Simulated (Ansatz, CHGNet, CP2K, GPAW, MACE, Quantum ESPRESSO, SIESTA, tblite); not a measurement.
# From one method to another: forces in random packing of Sn (61 atoms)

61 atoms (61 Sn) packed at random in a cube at 7.11 g/cm³ and pushed apart as soft spheres; a start for melting by ab initio MD, not an equilibrated structure. Then every atom was moved at random, 0.05 Å r.m.s. a Cartesian component.

Two calculations on one geometry. First: Kohn-Sham DFT, PBE+D3(BJ), SSSP efficiency 1.3.0 pseudopotentials, plane waves; sssp-1.3.0-efficiency; 45/360 Ry; levels smeared at 580 K (Quantum ESPRESSO 7.5; Γ point). Second: Kohn-Sham DFT, PBE, PAW, plane waves (Ansatz 0.2.0; cutoff 420 eV, Γ point, fermi-dirac smearing of 0.05 eV; PAW set soft_2).

Cell vectors (Å):

```
11.914 0.000 0.000
0.000 11.914 0.000
0.000 0.000 11.914
```

Atom, position (Å) and force of the first calculation (eV/Å):

```
1 Sn 11.627 1.693 0.022 -1.023 -0.919 1.719
2 Sn 5.331 0.032 1.098 0.907 -0.339 0.765
3 Sn 9.605 6.442 11.356 -1.494 1.147 -1.772
4 Sn 3.112 4.125 0.997 0.743 0.952 1.591
5 Sn 7.430 6.866 8.985 1.481 0.775 0.028
6 Sn 3.799 6.304 3.364 -1.397 0.784 1.022
7 Sn 4.738 3.759 6.313 0.122 0.539 1.316
8 Sn 2.201 0.680 6.252 2.219 1.155 -0.732
9 Sn 8.683 1.739 11.174 -1.032 0.284 1.681
10 Sn 5.376 1.707 4.262 -1.268 -0.633 -2.050
11 Sn 2.602 9.934 3.205 0.630 -0.385 -0.354
12 Sn 4.034 10.002 7.744 -1.686 2.127 1.978
13 Sn 4.074 10.758 10.426 0.084 0.392 0.882
14 Sn 1.320 8.156 8.619 0.070 -0.875 -1.128
15 Sn 1.025 6.059 0.684 0.515 -1.983 -2.183
16 Sn 7.239 0.429 8.646 -0.502 -1.462 0.451
17 Sn 6.143 2.899 11.074 0.245 -0.418 -0.393
18 Sn 0.055 0.042 7.494 -0.843 -1.205 1.023
19 Sn 10.574 0.783 9.675 0.279 -1.589 -1.306
20 Sn 11.165 4.763 9.936 -0.338 0.146 -1.488
21 Sn 5.702 8.217 7.279 2.570 -1.516 2.045
22 Sn 7.241 4.210 4.506 0.092 0.138 0.857
23 Sn 8.146 9.758 5.055 0.348 1.470 0.504
24 Sn 0.390 2.987 2.368 1.999 -0.397 -1.018
25 Sn 3.660 1.897 11.409 0.172 -1.852 -1.332
26 Sn 1.345 3.424 10.978 0.538 1.192 -1.377
27 Sn 11.108 9.510 3.331 -1.498 1.131 3.933
28 Sn 3.653 6.631 9.358 -0.755 -0.491 -1.496
29 Sn 2.454 11.682 1.142 1.277 0.914 -0.755
30 Sn 5.781 5.514 10.609 -0.075 0.146 -0.262
31 Sn 4.888 1.103 6.983 0.049 -0.874 1.977
32 Sn 7.579 0.730 5.410 0.331 -2.043 1.046
33 Sn 9.842 7.614 1.905 -2.138 1.547 0.221
34 Sn 7.944 2.054 2.933 0.419 -2.052 -2.698
35 Sn 2.403 3.629 8.435 0.407 0.534 -0.823
36 Sn 10.453 9.489 7.663 0.379 -0.519 -1.350
37 Sn 4.864 9.386 5.014 0.408 0.563 -2.492
38 Sn 10.337 0.303 5.053 0.167 -1.846 -1.098
39 Sn 0.417 10.202 10.224 -0.092 0.902 0.952
40 Sn 11.391 4.661 6.745 0.687 -0.597 0.368
41 Sn 3.337 3.445 3.816 -1.718 0.095 -0.559
42 Sn 5.124 6.482 1.129 0.162 1.896 -0.733
43 Sn 7.554 10.091 0.169 0.049 1.289 -0.321
44 Sn 2.369 5.938 5.823 -0.648 -0.298 1.143
45 Sn 2.127 9.910 5.840 -1.688 -1.056 0.229
46 Sn 0.482 6.593 3.331 0.690 -1.218 1.000
47 Sn 0.320 2.256 5.070 1.936 0.442 0.586
48 Sn 2.547 8.199 11.435 2.370 0.156 -1.247
49 Sn 9.389 1.865 7.290 1.446 0.955 -0.380
50 Sn 10.094 3.401 3.972 -1.313 1.664 0.905
51 Sn 8.762 9.725 9.737 -0.459 -0.141 0.038
52 Sn 0.709 8.641 1.301 0.557 0.039 -0.587
53 Sn 0.123 7.772 5.736 -0.680 0.649 1.260
54 Sn 9.273 6.445 6.866 -0.197 0.396 -0.141
55 Sn 6.712 8.719 2.252 -0.793 -0.206 1.206
56 Sn 10.375 5.039 1.670 -0.925 -2.445 0.345
57 Sn 5.679 6.277 5.540 -1.142 -0.326 -0.301
58 Sn 7.971 7.108 4.356 1.498 -0.794 -0.843
59 Sn 7.455 3.310 8.401 -1.085 2.104 0.486
60 Sn 6.769 4.339 1.506 1.256 -0.244 0.682
61 Sn 11.804 11.152 1.341 -2.312 2.203 -1.019
```

**Question.** What forces does the second calculation give?

Atom and force (eV/Å):

```
1 -1.018 -0.917 1.700
2 0.986 -0.414 0.708
3 -1.505 1.162 -1.766
4 0.748 0.943 1.564
5 1.482 0.783 0.039
6 -1.380 0.777 1.019
7 0.091 0.519 1.319
8 2.223 1.165 -0.715
9 -1.051 0.217 1.671
10 -1.247 -0.626 -2.029
11 0.620 -0.378 -0.361
12 -1.681 2.117 1.967
13 0.130 0.391 0.914
14 0.079 -0.861 -1.127
15 0.491 -1.978 -2.188
16 -0.487 -1.453 0.486
17 0.249 -0.424 -0.390
18 -0.840 -1.204 1.010
19 0.256 -1.594 -1.287
20 -0.316 0.128 -1.489
21 2.563 -1.506 2.038
22 0.081 0.116 0.850
23 0.342 1.457 0.487
24 1.988 -0.399 -1.026
25 0.169 -1.849 -1.338
26 0.535 1.183 -1.374
27 -1.489 1.119 3.900
28 -0.758 -0.504 -1.497
29 1.274 0.898 -0.780
30 -0.068 0.142 -0.255
31 0.043 -0.862 1.968
32 0.327 -2.022 1.039
33 -2.163 1.595 0.182
34 0.407 -2.049 -2.684
35 0.403 0.566 -0.853
36 0.384 -0.518 -1.332
37 0.412 0.559 -2.468
38 0.159 -1.823 -1.086
39 -0.092 0.902 0.949
40 0.711 -0.593 0.395
41 -1.704 0.099 -0.534
42 0.171 1.889 -0.749
43 -0.013 1.356 -0.316
44 -0.645 -0.320 1.178
45 -1.673 -1.047 0.243
46 0.679 -1.201 0.984
47 1.917 0.438 0.602
48 2.360 0.169 -1.262
49 1.445 0.939 -0.377
50 -1.306 1.633 0.908
51 -0.469 -0.139 0.059
52 0.543 0.058 -0.577
53 -0.685 0.644 1.274
54 -0.200 0.405 -0.122
55 -0.776 -0.185 1.192
56 -0.917 -2.432 0.321
57 -1.131 -0.310 -0.295
58 1.478 -0.771 -0.839
59 -1.084 2.080 0.506
60 1.248 -0.251 0.668
61 -2.296 2.182 -1.021
```

The two sets differ by 19.5 meV/Å r.m.s., 1.7 % of the r.m.s. force of the Ansatz run. The electronic-structure runs sample only Γ, in a cell whose shortest periodic width is 12 Å, which is coarse for a cell with partly filled levels.

[Logs are printed without paths, hosts, clocks, repeated set-up lines and the standing remarks that a program may print on its own settings, such as how far it seeks lower states.]

[Hosts, paths, dates, database ids (printed as entryN), source tags and the programs' standing remarks are cut or masked in the printed files.]
